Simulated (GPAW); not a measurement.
# Core-hole calculation of the V K edge in VRhO4 (Cmmm), part 2 of 3

What does one-electron theory with a core hole give for the V K edge of VRhO4 (Cmmm)?

GPAW 26.7.0; X-ray absorption from dipole matrix elements to empty bands, plane-wave PAW LDA+U.

So far. Step 2 (The field without a hole): The mesh shows no gap, so the system is treated as a metal and the core electron is put at the Fermi level (neutral cell).

## (4) Spectrum with XCH, V atom 2

The holes are 5.5 Å apart. In GPAW the data set carries the hole's charge, so charge=0 means a charged cell and charge=-1 a neutral one. The excited electron is kept in the cell, where it fills the lowest empty states and screens the hole. After the field has converged, empty bands are computed with the density fixed and the dipole matrix elements are summed.

The absorber has 2 O at 1.94 Å and 4 O at 1.95 Å (octahedral, site symmetry mmm).

Contents of xas.py:

```python
import numpy as np
from ase import Atoms
from ase.parallel import parprint, paropen
from gpaw import GPAW, PW, FermiDirac, Mixer, MixerDif, setup_paths
from gpaw.test import gen
setup_paths.insert(0, '.')
gen('V', name='fch1s', xcname='LDA', corehole=(1, 0, 1), write_xml=True)
from gpaw.mpi import world
world.barrier()

atoms = Atoms('Rh2V2O8',
    cell=[[3.235657, -3.241941, 3.026939],
     [3.235657, 3.241941, 3.026939],
     [-3.235657, -3.241941, 3.026939]],
    scaled_positions=[[0.5, 0.25, 0.75],
     [0.5, 0.75, 0.25],
     [0, 0, 0],
     [0, 0.5, 0.5],
     [0.298993, 0.201007, 0.5],
     [0.298993, 0.701007, 0],
     [0.809268, 0.25, 0.440732],
     [0.809268, 0.75, 0.940732],
     [0.190732, 0.25, 0.059268],
     [0.190732, 0.75, 0.559268],
     [0.701007, 0.798993, 0.5],
     [0.701007, 0.298993, 0]],
    magmoms=[0.0, 0.0, 2.0, 2.0, 0.0, 0.0, 0.0, 0.0, 0.0, 0.0, 0.0, 0.0],
    pbc=True)
atoms.calc = calc = GPAW(legacy_gpaw=True, mode=PW(500, force_complex_dtype=True), xc='LDA', setups={'V': ':d,3.3', 2: 'fch1s:d,3.3'},
    kpts={'size': (4, 4, 4), 'gamma': True}, occupations=FermiDirac(0.1),
    charge=-1, mixer=MixerDif(0.05, 8, 50), maxiter=150,
    convergence={'density': 0.0001, 'eigenstates': 1e-6}, txt='scf.txt')
energy = atoms.get_potential_energy() + calc.get_reference_energy()
ef = calc.get_fermi_level()
out = dict(energy=energy, fermi=ef, forces=atoms.get_forces().tolist(), magmoms=atoms.get_magnetic_moments().tolist())
parprint(f'all-electron energy {energy:.4f} eV, Fermi level {ef:.4f} eV')
ev = np.array([[calc.get_eigenvalues(k, s) for k in range(len(calc.get_ibz_k_points()))] for s in range(calc.get_number_of_spins())])
out['homo'], out['lumo'], out['counts'] = ev[ev < ef].max(), ev[ev > ef].min(), sorted(set((ev < ef).sum((0, 2)).tolist()))
out['filled'] = (ev[:, 0] < ef).sum(1).tolist()

from ase.units import Ha
from gpaw.xas import dipole_matrix_elements
nb = int(calc.get_number_of_electrons() / 2) + 99
top, nb = nb, nb + 8 + nb // 12
nscf = calc.fixed_density(kpts={'size': (4, 4, 4), 'gamma': True}, nbands=nb,
    convergence={'bands': top, 'eigenstates': 5e-3}, maxiter=60, txt='nscf.txt')
cell = atoms.cell.array
ops = [cell.T @ U.T @ np.linalg.inv(cell.T) for U in nscf.wfs.kd.symmetry.op_scc]
E = np.arange(-6, 34, 0.1)
fwhm = np.interp(E, [4, 25], [1.01, 3.5])
Y, X, zero, highest = 0, 0, 1e9, 1e9
for spin in range(nscf.get_number_of_spins()):
    wfs = nscf.wfs
    mine = wfs.bd.get_slice()  # this rank's bands
    A = dipole_matrix_elements(wfs.setups[2])
    eps = np.zeros((wfs.kd.nibzkpts, nb))
    d = np.zeros((3, A.shape[1], wfs.kd.nibzkpts, nb), complex)
    for kpt in wfs.kpt_u:
        if kpt.s == spin and 2 in kpt.P_ani:
            eps[kpt.k, mine] = kpt.eps_n * Ha
            d[:, :, kpt.k, mine] = (kpt.weight * wfs.nspins / 2) ** 0.5 * np.inner(A, kpt.P_ani[2])
    world.sum(eps)
    world.sum(d)
    T = np.einsum('amkn,bmkn->abkn', d, d.conj()).real
    T = sum(np.einsum('ai,ijkn,bj->abkn', R, T, R) for R in ops) / len(ops)
    empty = eps > ef
    zero, highest = min(zero, eps[empty].min()), min(highest, eps[:, top - 1].min())
    lines = [(eps, T, empty)] if spin == 0 else lines + [(eps, T, empty)]
for eps, T, empty in lines:
    f = np.einsum('aakn->akn', T).reshape(3, -1)
    x = eps.ravel() - zero
    w = np.interp(x, E, fwhm) / 2.35482
    g = np.exp(-0.5 * ((E[:, None] - x) / w) ** 2) / (w * (2 * np.pi) ** 0.5)
    Y = Y + (f * empty.ravel()) @ g.T
    X = X + (f * ~empty.ravel()) @ g.T
out.update(E=E.round(2).tolist(), xas=Y.tolist(), xes=X.tolist(), zero=zero, valid=highest - zero, nk=len(eps), nb=nb)
for i in range(0, len(E), 10):
    parprint(f'{E[i]:7.2f}', *(f'{v:10.3e}' for v in Y[:, i]))
import json
with paropen('out.json', 'w') as f:
    json.dump(out, f)
```

Run with:

```sh
$ OMP_NUM_THREADS=1 mpirun -n 4 gpaw python xas.py
```

Numbers of over 12 decimals in the logs are rounded to 6 here.

The log of the run:

```text
Input parameters:
  charge: -1
  convergence: {density: 0.0001,
                eigenstates: 1e-06}
  kpts: {gamma: True,
         size: (4, 4, 4)}
  maxiter: 150
  mixer: {backend: pulay,
          beta: 0.05,
          method: difference,
          nmaxold: 8,
          weight: 50}
  mode: {ecut: 500.0,
         force_complex_dtype: True,
         name: pw}
  occupations: {fixmagmom: False,
                name: fermi-dirac,
                width: 0.1}
  setups: {2: fch1s:d,3.3,
           V: :d,3.3}

Initialize ...

[... PAW data sets ...]

Reference energy: -322293.385607  # eV

Spin-polarized calculation.
Initial magnetic moment: 4.000000

[... convergence settings ...]
Symmetries present (total): 8
  [... symmetry matrices ...]

64 k-points: 4 x 4 x 4 Monkhorst-Pack grid + [1/8,1/8,1/8]
18 k-points in the irreducible part of the Brillouin zone
       k-points in crystal coordinates                weights
   0:     0.00000000    0.00000000    0.00000000          1/64
   1:     0.25000000   -0.25000000   -0.25000000          2/64
   2:     0.25000000   -0.25000000    0.25000000          2/64
   3:     0.25000000    0.00000000    0.00000000          4/64
   4:     0.25000000    0.00000000    0.25000000          4/64
   5:     0.25000000    0.25000000   -0.25000000          2/64
   6:     0.25000000    0.25000000    0.00000000          4/64
   7:     0.25000000    0.25000000    0.25000000          2/64
   8:     0.50000000    0.00000000    0.00000000          2/64
   9:     0.50000000    0.00000000    0.25000000          8/64
          ...
  17:     0.50000000    0.50000000    0.50000000          1/64

Wave functions: Plane wave expansion
  Cutoff energy: 500.000 eV
  Number of coefficients (min, max): 3183, 3259
  Pulay-stress correction: 0.000000 eV/Ang^3 (de/decut=0.000000)
  Using FFTW library
  Wavefunction extrapolation:
    Improved wavefunction reuse through dual PAW basis

Occupation numbers: Fermi-Dirac:
  width: 0.1000  # eV

Eigensolver
   Davidson(niter=2)

Densities:
  Coarse grid: 30*30*30 grid
  Fine grid: 60*60*60 grid
  Total Charge: 0.000000

Density mixing:
  Method: difference
  Backend: pulay
  Linear mixing parameter: 0.05
  old densities: 8
  Width of damping distribution: 1.1
  Damping of long wavelength oscillations: 50

[... Hamiltonian set-up ...]
Number of atoms: 12
Number of atomic orbitals: 82
Number of bands in calculation: 70
Number of valence electrons: 105
Bands to converge: occupied

... initialized

Initializing position-dependent things.

Density initialized from atomic densities
Creating initial wave functions:
  70 bands from LCAO basis set

            O
                O
            O    Rh
                  O
       RhV  O
        O       O
            O

         V

Atomic positions and initial magnetic moments

Positions:
   0 Rh     0.000000   -3.241941    4.540408    ( 0.0000,  0.0000,  0.0000)
   1 Rh     3.235657    0.000000    4.540408    ( 0.0000,  0.0000,  0.0000)
   2 V      0.000000    0.000000    0.000000    ( 0.0000,  0.0000,  2.0000)
   3 V      0.000000    0.000000    3.026939    ( 0.0000,  0.0000,  2.0000)
   4 O      0.000000   -1.938635    3.026939    ( 0.0000,  0.0000,  0.0000)
   5 O      3.235657    1.303306    3.026939    ( 0.0000,  0.0000,  0.0000)
   6 O      2.001370   -3.241941    4.540409    ( 0.0000,  0.0000,  0.0000)
   7 O      2.001370   -3.241941    7.567348    ( 0.0000,  0.0000,  0.0000)
   8 O      1.234287   -0.000000    1.513470    ( 0.0000,  0.0000,  0.0000)
   9 O      1.234287   -0.000000    4.540408    ( 0.0000,  0.0000,  0.0000)
  10 O      3.235657   -1.303306    6.053878    ( 0.0000,  0.0000,  0.0000)
  11 O      3.235657   -1.303306    3.026939    ( 0.0000,  0.0000,  0.0000)

Unit cell:
           periodic     x           y           z      points  spacing
  1. axis:    yes    3.235657   -3.241941    3.026939    30     0.1527
[...]
iter:  90  -130.495153c  -6.75c -4.05c   +2.0263

Converged after 90 iterations.

Dipole moment: (-0.000000, -0.000000, -0.000000) |e|*Ang

Total magnetic moment: (0.000000, 0.000000, 2.026330)
Local magnetic moments:
   0 Rh ( 0.000000,  0.000000, -0.294702)
   1 Rh ( 0.000000,  0.000000, -0.294702)
   2 V  ( 0.000000,  0.000000,  2.511370)
   3 V  ( 0.000000,  0.000000,  0.841674)
   4 O  ( 0.000000,  0.000000, -0.048530)
   5 O  ( 0.000000,  0.000000, -0.083949)
   6 O  ( 0.000000,  0.000000, -0.076552)
   7 O  ( 0.000000,  0.000000, -0.076552)
   8 O  ( 0.000000,  0.000000, -0.076552)
   9 O  ( 0.000000,  0.000000, -0.076552)
  10 O  ( 0.000000,  0.000000, -0.048530)
  11 O  ( 0.000000,  0.000000, -0.083949)

Energy contributions relative to reference atoms: (reference = -322293.385607)

Kinetic:        +17.382584
Potential:      -35.431252
External:        +0.000000
XC:            -111.690601
Entropy (-ST):   -0.159050
Local:           -0.676359
SIC:             +0.000000
--------------------------
Free energy:   -130.574678
Extrapolated:  -130.495153

Spin contamination: 7.333594 electrons
Showing only first 2 kpts
                      Up                     Down
 Kpt  Band  Eigenvalues  Occupancy  Eigenvalues  Occupancy
  0    50      4.80527    0.99984      4.94169    0.99936
  0    51      5.01120    0.99872      5.32518    0.97127
  0    52      5.19656    0.99189      6.28849    0.00221
  0    53      5.41263    0.93377      7.37006    0.00000

  1    50      5.23724    0.98787      5.35868    0.96029
  1    51      5.37718    0.95260      5.35913    0.96012
  1    52      5.41934    0.92950      7.64193    0.00000
  1    53      5.77988    0.26379      7.64711    0.00000

Fermi level: 5.67724

No gap
No difference between direct/indirect transitions

Forces in eV/Ang:
  0 Rh    0.00000    0.00000    0.17236
  1 Rh    0.00000    0.00000   -0.17236
  2 V     0.00000    0.00000    0.00000
  3 V     0.00000    0.00000    0.00000
  4 O     0.00000   -0.63291    0.00000
  5 O     0.00000   -0.93701    0.00000
  6 O    -0.36123    0.00000    0.65631
  7 O    -0.36123   -0.00000   -0.65631
  8 O     0.36123   -0.00000    0.65631
  9 O     0.36123   -0.00000   -0.65631
 10 O     0.00000    0.63291    0.00000
 11 O     0.00000    0.93701    0.00000
Scalar-relativistic atomic LDA calculation for V (Vanadium, Z=23)
Core hole in 1s state (1s occupation: 1.0)
600 radial gridpoints.
|------------------------------------------------|
|------------------------------------------------|
[... the atom generator's iteration count ...]

Energy contributions:
-------------------------
Kinetic:     +750.608739
XC:           -36.844539
Potential:  -1459.196966
-------------------------
Total:       -745.432766

state      eigenvalue         ekin         rmax
-----------------------------------------------
1s^1.0 :  -206.473911   263.557363        0.043
2s^2.0 :   -24.503819    48.632019        0.249
2p^6.0 :   -21.271079    48.400814        0.199
3s^2.0 :    -3.276604    10.610277        0.785
3p^6.0 :    -2.317330     9.448682        0.792
3d^3.0 :    -0.719610     6.168524        0.788
4s^2.0 :    -0.480533     1.482120        2.397
4p^0.0 :    -0.308007     1.047701        2.838
-----------------------------------------------
(units: Bohr and Hartree)

Generating PAW setup
Kinetic energy of the core from tauc = 654.938161
Cutoffs:
rc(s)=2.370
rc(p)=2.420
rc(d)=2.210
rc(vbar)=2.310
rc(comp)=2.240
rc(nct)=2.420

Kinetic energy of the core states: 651.226283
Charge: 1.0
Core electrons: 9.0
Valence electrons: 13.0
Pseudo-core charge: 0.000000
Shape function alpha=1.993
Pseudo-electron charge 3.988758
state    eigenvalue         norm
--------------------------------
3s(2) :    -3.276604     0.174624
4s(2) :    -0.480533     1.042241
3p(6) :    -2.317330     0.114792
4p(0) :    -0.308007     0.997174
3d(3) :    -0.719610     0.288758
*d    :     0.280390
--------------------------------

Diagonalizing with gridspacing h=0.050

state   all-electron     PAW
-------------------------------
3s:      -3.276604    -3.276952
3p:      -2.317330    -2.318136
3d:      -0.719610    -0.720213
*f:                   -0.024991
-------------------------------
all-electron energy -322423.8808 eV, Fermi level 5.6772 eV
  -6.00  1.032e-51  7.878e-53  7.908e-53
  -5.00  1.092e-38  9.177e-40  8.632e-40
  -4.00  5.195e-28  4.877e-29  4.141e-29
  -3.00  1.128e-19  1.258e-20  8.764e-21
  -2.00  1.142e-13  1.793e-14  8.280e-15
  -1.00  5.640e-10  1.683e-10  3.901e-11
  -0.00  1.626e-08  1.404e-08  4.717e-09
[...]
31.00  6.693e-07  1.048e-06  9.495e-07
  32.00  7.728e-07  1.205e-06  1.067e-06
  33.00  8.771e-07  1.249e-06  1.226e-06
```

Elapsed: 5 min, on 4 MPI ranks of Intel Xeon Platinum 8488C (Sapphire Rapids), shared host; peak memory 0.64 GiB.

The V K spectrum, V atom 2, excited-electron core hole (neutral cell) (energy from the lowest empty level; intensity scaled to a mean of 1 over the first 20 eV; polarised curves are means over the symmetry-equivalent atoms):

```
E (eV)  isotropic  ε ∥ x  ε ∥ y  ε ∥ z
  -2.0       0.00   0.00   0.00   0.00
  -1.5       0.00   0.00   0.00   0.00
  -1.0       0.00   0.00   0.00   0.00
  -0.5       0.01   0.01   0.00   0.00
   0.0       0.02   0.03   0.03   0.01
   0.5       0.05   0.03   0.06   0.06
   1.0       0.09   0.03   0.08   0.18
   1.5       0.20   0.10   0.17   0.33
   2.0       0.36   0.19   0.37   0.51
   2.5       0.40   0.18   0.43   0.58
   3.0       0.27   0.13   0.28   0.41
   3.5       0.16   0.18   0.14   0.18
   4.0       0.11   0.17   0.07   0.09
   4.5       0.06   0.08   0.05   0.05
   5.0       0.03   0.03   0.04   0.03
   5.5       0.01   0.01   0.02   0.01
   6.0       0.01   0.01   0.01   0.01
   6.5       0.01   0.02   0.01   0.01
   7.0       0.03   0.04   0.02   0.02
   7.5       0.05   0.09   0.04   0.03
   8.0       0.10   0.18   0.07   0.05
   8.5       0.18   0.33   0.13   0.09
   9.0       0.31   0.58   0.21   0.12
   9.5       0.49   0.94   0.36   0.18
  10.0       0.69   1.29   0.54   0.25
  10.5       0.82   1.45   0.67   0.33
  11.0       0.85   1.44   0.69   0.41
  11.5       0.83   1.38   0.63   0.48
  12.0       0.82   1.37   0.57   0.52
  12.5       0.83   1.43   0.56   0.52
  13.0       0.90   1.56   0.61   0.52
  13.5       1.01   1.70   0.76   0.58
  14.0       1.18   1.76   1.07   0.73
  14.5       1.42   1.72   1.55   0.99
  15.0       1.75   1.71   2.19   1.35
  15.5       2.15   1.82   2.86   1.76
  16.0       2.53   2.02   3.39   2.18
  16.5       2.80   2.21   3.62   2.57
  17.0       2.92   2.32   3.51   2.91
  17.5       2.92   2.38   3.17   3.19
  18.0       2.86   2.43   2.75   3.41
  18.5       2.81   2.50   2.37   3.57
  19.0       2.80   2.63   2.10   3.66
  19.5       2.83   2.81   1.99   3.68
  20.0       2.90   3.03   2.03   3.63
  20.5       2.96   3.20   2.20   3.49
  21.0       2.98   3.23   2.43   3.29
  21.5       2.93   3.09   2.67   3.03
  22.0       2.82   2.81   2.88   2.76
  22.5       2.67   2.48   3.03   2.51
  23.0       2.53   2.20   3.07   2.32
  23.5       2.38   2.00   2.96   2.18
  24.0       2.23   1.89   2.71   2.08
  24.5       2.04   1.81   2.34   1.98
  25.0       1.84   1.73   1.93   1.87
  25.5       1.64   1.64   1.54   1.75
  26.0       1.47   1.53   1.24   1.64
  26.5       1.35   1.41   1.06   1.58
  27.0       1.29   1.32   0.99   1.56
  27.5       1.27   1.24   1.00   1.58
  28.0       1.29   1.18   1.06   1.62
  28.5       1.32   1.14   1.15   1.66
  29.0       1.35   1.11   1.27   1.68
  29.5       1.39   1.09   1.41   1.68
  30.0       1.45   1.11   1.57   1.68
  30.5       1.52   1.15   1.73   1.69
  31.0       1.62   1.22   1.91   1.73
  31.5       1.73   1.31   2.07   1.81
  32.0       1.85   1.41   2.19   1.94
```

Main maxima below 30 eV (height): 2.4 eV (0.41), 17.2 eV (2.93) and 20.9 eV (2.99). A K edge sees empty p states. The first eV above the zero hold little dipole weight, as the lowest empty bands are of d character; the main edge, of 4p character, rises through 0.6 near 10 eV above the zero.

The total-energy difference is 5447.13 eV. The tabulated edge of the element is 5465 eV. The functional leaves an error in such absolute values: in the free atom LDA prices this hole 14.0 eV below PBE (computed apart), and PBE is itself good to a few eV.

## (5) Cell without a hole, the energy reference

The cell and mesh change for the next run, so it gets a reference energy of its own.

Contents of scf.py:

```python
import numpy as np
from ase import Atoms
from ase.parallel import parprint, paropen
from gpaw import GPAW, PW, FermiDirac, Mixer, MixerDif, setup_paths
from gpaw.test import gen
setup_paths.insert(0, '.')
gen('V', name='nch1s', xcname='LDA', corehole=(1, 0, 0), write_xml=True)
from gpaw.mpi import world
world.barrier()

atoms = Atoms('RhVO4',
    cell=[[0, 0, 3.026939],
     [3.235657, -3.241941, 0],
     [3.235657, 3.241941, 0]],
    scaled_positions=[[0.5, 0.5, 0.5],
     [0, 0, 0],
     [0, 0.298993, 0.701007],
     [0.5, 0.809268, 0.809268],
     [0.5, 0.190732, 0.190732],
     [0, 0.701007, 0.298993]],
    magmoms=[0.0, 2.0, 0.0, 0.0, 0.0, 0.0],
    pbc=True)
atoms.calc = calc = GPAW(legacy_gpaw=True, mode=PW(500, force_complex_dtype=True), xc='LDA', setups={'V': ':d,3.3', 1: 'nch1s:d,3.3'},
    kpts={'size': (5, 4, 4), 'gamma': True}, occupations=FermiDirac(0.1),
    charge=0, mixer=MixerDif(0.05, 8, 50), maxiter=150,
    convergence={'density': 0.0001, 'eigenstates': 1e-6}, txt='scf.txt')
energy = atoms.get_potential_energy() + calc.get_reference_energy()
ef = calc.get_fermi_level()
out = dict(energy=energy, fermi=ef, forces=atoms.get_forces().tolist(), magmoms=atoms.get_magnetic_moments().tolist())
parprint(f'all-electron energy {energy:.4f} eV, Fermi level {ef:.4f} eV')
ev = np.array([[calc.get_eigenvalues(k, s) for k in range(len(calc.get_ibz_k_points()))] for s in range(calc.get_number_of_spins())])
out['homo'], out['lumo'], out['counts'] = ev[ev < ef].max(), ev[ev > ef].min(), sorted(set((ev < ef).sum((0, 2)).tolist()))
out['filled'] = (ev[:, 0] < ef).sum(1).tolist()
import json
with paropen('out.json', 'w') as f:
    json.dump(out, f)
```

Run with:

```sh
$ OMP_NUM_THREADS=1 mpirun -n 4 gpaw python scf.py
```

The log of the run:

```text
Input parameters:
  convergence: {density: 0.0001,
                eigenstates: 1e-06}
  kpts: {gamma: True,
         size: (5, 4, 4)}
  maxiter: 150
  mixer: {backend: pulay,
          beta: 0.05,
          method: difference,
          nmaxold: 8,
          weight: 50}
  mode: {ecut: 500.0,
         force_complex_dtype: True,
         name: pw}
  occupations: {fixmagmom: False,
                name: fermi-dirac,
[...]
4s(2) :    -0.178072     1.003464
3p(6) :    -1.615533     0.171625
4p(0) :    -0.056085     0.989693
3d(3) :    -0.197746     0.439587
*d    :     0.802254
--------------------------------

Diagonalizing with gridspacing h=0.050

state   all-electron     PAW
-------------------------------
3s:      -2.565793    -2.566150
3p:      -1.615533    -1.616425
3d:      -0.197746    -0.198316
*f:                    0.067119
-------------------------------
all-electron energy -163935.5261 eV, Fermi level 5.6849 eV
[key lines of the parts left out:]
Converged after 18 iterations.
Dipole moment: (-0.000000, 0.000000, -0.000000) |e|*Ang
Free energy:    -47.199261
Fermi level: 5.68491
```

Wall time 16 s (4 MPI ranks); peak memory 0.25 GiB; 64 s of CPU time.

(Part 2 of 3 ends here.)

[Banner, clock and machine lines of the logs are left out without a mark of their own.]

[Logs are printed without paths, hosts, clocks, repeated set-up lines and the standing remarks that a program may print on its own settings, such as how far it seeks lower states.]

[Hosts, paths, dates, database ids (printed as entryN), source tags and the programs' standing remarks are cut or masked in the printed files.]

[Lists of maxima count a maximum above −3 eV only where it reaches 4 % of the highest in the window and stands out from its surroundings by 2 % of it (1.5 % where it reaches 55 %); shoulders and weaker maxima are passed over, and of the rest the first, up to two pre-edge ones and the few strongest are named.]
